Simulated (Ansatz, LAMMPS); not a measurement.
# Localised basis functions on glassy 55SiO2-45BaO (mol %) (107 atoms), part 2 of 2

Wanted: errors and times of a linear-scaling basis for glassy 55SiO2-45BaO (mol %) (107 atoms). A setting counts as converged where the r.m.s. difference of forces stays under 1 % of the r.m.s. force.

Ansatz 0.2.0; Kohn-Sham DFT, PBE, PAW (set soft_2), plane waves.

The cell: 23 Si, 19 Ba and 65 O. The quench rate of 100 K/ps is many orders above laboratory rates. The starting topology of bonds comes from the classical model. Sampling is at Γ alone, for a cell whose shortest periodic width is 12 Å. The levels lack spin–orbit coupling.

So far. Step 7 (Support functions medium, spacing 0.325 Å): Forces differ from the reference by 14 meV/Å r.m.s., 1.2 % of their size, over a tolerance of 1 %; the energy by -12 meV/atom. It took roughly 2.6 times the reference's time (one timing each, with unlike analyses asked), in 16 cycles against 9. The setting is coarser than the default on purpose.

**9. The reference in detail (continued)**

Valence density in the ab plane at fractional z = 0.024, with atoms of Si and Ba and O within 0.2 Å of it. It is the smooth field of the valence electrons, not physical close to the nuclei.

Values in e/Å³, 13 rows by 16 columns, each cell a mean:
```
0.0 0.1 0.2 0.1 0.0 0.1 0.1 0.3 3.1 2.8 0.2 0.1 0.0 0.1 0.1 0.1
0.1 0.4 1.0 0.2 0.2 0.9 1.0 0.3 0.2 0.2 0.3 0.6 0.3 0.1 0.1 0.1
0.2 0.2 0.2 0.1 0.2 0.9 1.0 0.3 0.0 0.0 0.3 0.7 0.3 0.1 0.0 0.1
1.1 0.9 0.1 0.0 0.0 0.1 0.1 0.1 0.1 0.1 0.1 0.2 0.4 0.6 0.2 0.7
1.0 1.0 0.2 0.1 0.2 0.1 0.0 0.0 0.1 0.1 0.1 0.2 2.4 4.3 0.5 0.8
0.3 0.1 0.1 0.9 2.5 0.4 0.1 0.1 0.1 0.9 2.5 0.5 0.5 0.7 0.1 0.1
0.0 0.0 0.0 0.5 1.4 0.4 0.4 0.5 0.2 1.1 3.2 0.5 0.1 0.0 0.0 0.0
0.1 0.0 0.0 0.1 0.7 0.6 0.2 0.2 0.1 0.1 0.1 0.2 0.3 0.1 0.1 0.1
0.1 0.1 0.0 0.3 3.5 2.7 0.2 0.0 0.0 0.0 0.1 0.6 0.9 0.3 0.0 0.0
0.2 0.4 0.2 0.1 0.7 0.7 0.2 0.1 0.0 0.0 0.1 0.2 0.4 0.1 0.0 0.0
0.2 0.3 0.2 0.3 0.3 0.4 2.4 1.8 0.3 0.3 0.2 0.1 0.0 0.1 0.1 0.0
0.0 0.0 0.1 0.2 0.1 0.2 2.6 2.2 0.3 0.3 0.2 0.0 0.1 1.3 1.5 0.2
0.0 0.0 0.0 0.0 0.0 0.0 0.1 0.2 1.2 1.1 0.1 0.0 0.1 1.5 1.9 0.2
```
Columns run along a (12.1 Å), rows up along b (12.1 Å). Atoms in or near the plane, at fractional coordinates: Si at (0.55, 0.10), Ba at (0.03, 0.68), O at (0.64, 0.52), O at (0.30, 0.34), O at (0.55, 0.97), O at (0.82, 0.64), O at (0.42, 0.14).

Mean Löwdin charges: Ba +1.82, O -0.95, Si +1.63 e (they miss 1.5 % of the electrons, so they add up to more than the cell's charge).

**10. Local order**

These statistics describe the geometry on which the runs were made.

Density 4.00 g/cm³, 16.66 Å³ an atom.

Pair distribution functions g(r), in bins of 0.2 Å:

| r (Å) | total | O-O | O-Si | O-Ba | Si-Si | Si-Ba | Ba-Ba |
| --- | --- | --- | --- | --- | --- | --- | --- |
| 1.50 | 1.78 | 0.00 | 6.85 | 0.00 | 0.00 | 0.00 | 0.00 |
| 1.70 | 2.62 | 0.00 | 10.01 | 0.00 | 0.00 | 0.00 | 0.00 |
| 1.90 | 0.00 | 0.00 | 0.00 | 0.00 | 0.00 | 0.00 | 0.00 |
| 2.10 | 0.00 | 0.00 | 0.00 | 0.00 | 0.00 | 0.00 | 0.00 |
| 2.30 | 0.00 | 0.00 | 0.00 | 0.00 | 0.00 | 0.00 | 0.00 |
| 2.50 | 0.93 | 2.35 | 0.00 | 0.26 | 0.00 | 0.00 | 0.00 |
| 2.70 | 2.28 | 4.26 | 0.00 | 3.27 | 0.00 | 0.00 | 0.00 |
| 2.90 | 0.86 | 0.24 | 0.00 | 3.58 | 0.00 | 0.00 | 0.00 |
| 3.10 | 0.76 | 0.48 | 0.24 | 1.34 | 5.04 | 0.00 | 0.00 |
| 3.30 | 0.72 | 0.73 | 0.39 | 0.84 | 2.28 | 0.74 | 0.00 |
| 3.50 | 1.11 | 0.98 | 1.04 | 0.75 | 0.00 | 4.12 | 0.00 |
| 3.70 | 1.09 | 0.93 | 1.27 | 0.54 | 0.19 | 3.31 | 1.15 |
| 3.90 | 1.02 | 0.66 | 1.38 | 0.60 | 0.52 | 2.87 | 1.30 |
| 4.10 | 1.08 | 0.68 | 2.00 | 0.54 | 0.63 | 1.26 | 1.86 |
| 4.30 | 1.03 | 0.71 | 1.45 | 0.84 | 1.14 | 0.80 | 2.99 |
| 4.50 | 0.95 | 1.06 | 0.71 | 0.99 | 0.92 | 0.73 | 1.95 |
| 4.70 | 1.16 | 1.19 | 0.94 | 1.61 | 0.85 | 0.45 | 1.80 |
| 4.90 | 0.94 | 1.10 | 0.63 | 1.31 | 0.66 | 0.47 | 0.67 |
| 5.10 | 1.09 | 1.27 | 0.78 | 1.35 | 1.03 | 0.69 | 0.61 |
| 5.30 | 0.90 | 1.07 | 0.82 | 0.95 | 0.86 | 0.59 | 0.28 |
| 5.50 | 0.95 | 1.15 | 0.89 | 0.82 | 0.97 | 0.70 | 0.65 |
| 5.70 | 0.85 | 0.81 | 0.82 | 0.92 | 1.48 | 0.50 | 0.96 |
| 5.90 | 0.94 | 0.99 | 1.08 | 0.77 | 0.86 | 0.79 | 0.90 |

Bonds by pair of elements; cutoffs follow the first minimum of g(r), held within bounds set by covalent radii, and pairs that aren't listed don't count as bonded:

| pair A-B | cutoff (Å) | bonds | mean length (Å) | spread (Å) | shortest (Å) | B about A | A about B |
| --- | --- | --- | --- | --- | --- | --- | --- |
| O-Si | 2.08 | 92 | 1.61 | 0.045 | 1.52 | 1.42 | 4 |
| O-Ba | 3.29 | 127 | 2.88 | 0.171 | 2.58 | 1.95 | 6.68 |

How many atoms have how many bonded neighbours:

```csv
element,mean,2,3,4,5,6,7,8
Ba,6.68,0,0,0,3,5,6,5
O,3.37,9,24,31,1,0,0,0
Si,4,0,0,23,0,0,0,0
```

Oxygen atoms by the number of network formers (Si, P, Ge, B, Al, As, Ga) bound to them:

```
network formers bound to O  O atoms  per cent
                         0        0         0
                         1       38      58.5
                         2       27      41.5
```

Network units: each former by its oxygen neighbours and how many of them bridge to another former:

```csv
former,O neighbours,bridging O,atoms
Si,4,1,5
Si,4,2,6
Si,4,3,11
Si,4,4,1
```

Rings of the network by King's shortest-path rule, up to 12 atoms, one path for each pair of neighbours; H, halogens, alkali and alkaline-earth atoms are left out:

| ring size (atoms) | rings | per network atom |
| --- | --- | --- |
| 8 | 1 | 0.011 |

First main peaks of g(r), for some of the pairs, lie near 2.6 Å (O-O), 1.6 Å (O-Si), 2.8 Å (O-Ba), 3.1 Å (Si-Si), 3.5 Å (Si-Ba) and 4.2 Å (Ba-Ba). Counting bonds as in the table, 32 % of Ba atoms have 7, 48 % of O atoms have 4 and all Si atoms have 4 bonded neighbours. 42 % of the oxygens bridge two formers and 58 % are non-bridging. The commonest Si unit has 4 oxygens, 3 of them shared with other formers (11 of 23 atoms). All rings counted have 8 atoms.

The surroundings of O107, which has 2 bonded neighbours where the commonest count for O is 4, nearest first, numbered as they follow in the input and with coordinates relative to it.

```
atom      x      y      z  distance (Å)  bonds  Löwdin charge (e)     Fx     Fy  Fz (eV/Å)
O107   0.00   0.00   0.00          0.00      2              -0.81  -0.64  -0.85       0.70
 Si4  -1.13   0.99  -0.55          1.60      4               1.69   0.60   0.44      -1.44
Si12   1.54  -0.57   0.04          1.64      4               1.62   0.21   1.36      -0.97
 O77  -0.54   1.48  -1.95          2.51      4              -1.06   0.48   0.69      -1.99
 O62   2.14  -0.25  -1.47          2.61      3              -0.86  -1.05  -0.32      -0.87
 O86   2.36   0.24   1.09          2.61      3              -1.04   1.26   1.53       2.16
 O95   1.56  -2.11   0.20          2.63      3              -1.04  -0.64  -3.21       0.35
 O99  -2.49   0.15  -0.89          2.65      3              -0.86  -0.34  -0.94       1.49
 O93  -1.52   2.36   0.23          2.81      3              -0.80  -0.88  -0.34       0.82
 O44  -1.96   0.48   2.38          3.12      2              -1.00  -1.76  -0.31      -2.94
```

**11. Outcome**

| Property | Result |
| --- | --- |
| free energy per atom | -1539.1357 eV/atom |
| pressure | 4.024 GPa |
| r.m.s. force component | 1.158 eV/Å |
| gap (highest filled to lowest empty level) | 2.643 eV |
| wall time of the 5 DFT runs | 8.5 min |

**Reading.** Against plane waves at 420 eV, the forces differ by 0.89 meV/Å (0.077 %) with support functions low. At 107 atoms the run with support functions low takes roughly 4.5 times the time of plane waves (whose run also made extra analyses), in 14 SCF cycles against 9. Differences between support functions and plane waves include what basis error the plane-wave run still has. As the typed spacing goes from 0.325 to 0.45 Å, the force difference goes from 14 to 2070 meV/Å, and the time from 1.9 min to 78 s.

Between filled and empty levels lie 2.64 eV (at Γ alone); a semilocal functional tends to put such gaps too low. In a disordered cell it changes from sample to sample, and tail or defect levels can set it. Counting bonds as in the table, 32 % of Ba atoms have 7, 48 % of O atoms have 4 and all Si atoms have 4 bonded neighbours. 42 % of the oxygens bridge two formers and 58 % are non-bridging.

**Limits.** The geometry was minimised with a classical potential and isn't relaxed at this level: its force components are 1.2 eV/Å r.m.s. The pressure of 4.0 GPa belongs to unrelaxed atoms and would change as they relax.

[Long decimals in the printed logs are rounded to 6 places.]

[Logs are printed without paths, hosts, clocks, repeated set-up lines and the standing remarks that a program may print on its own settings, such as how far it seeks lower states.]

[Hosts, paths, dates, database ids (printed as entryN), source tags and the programs' standing remarks are cut or masked in the printed files.]
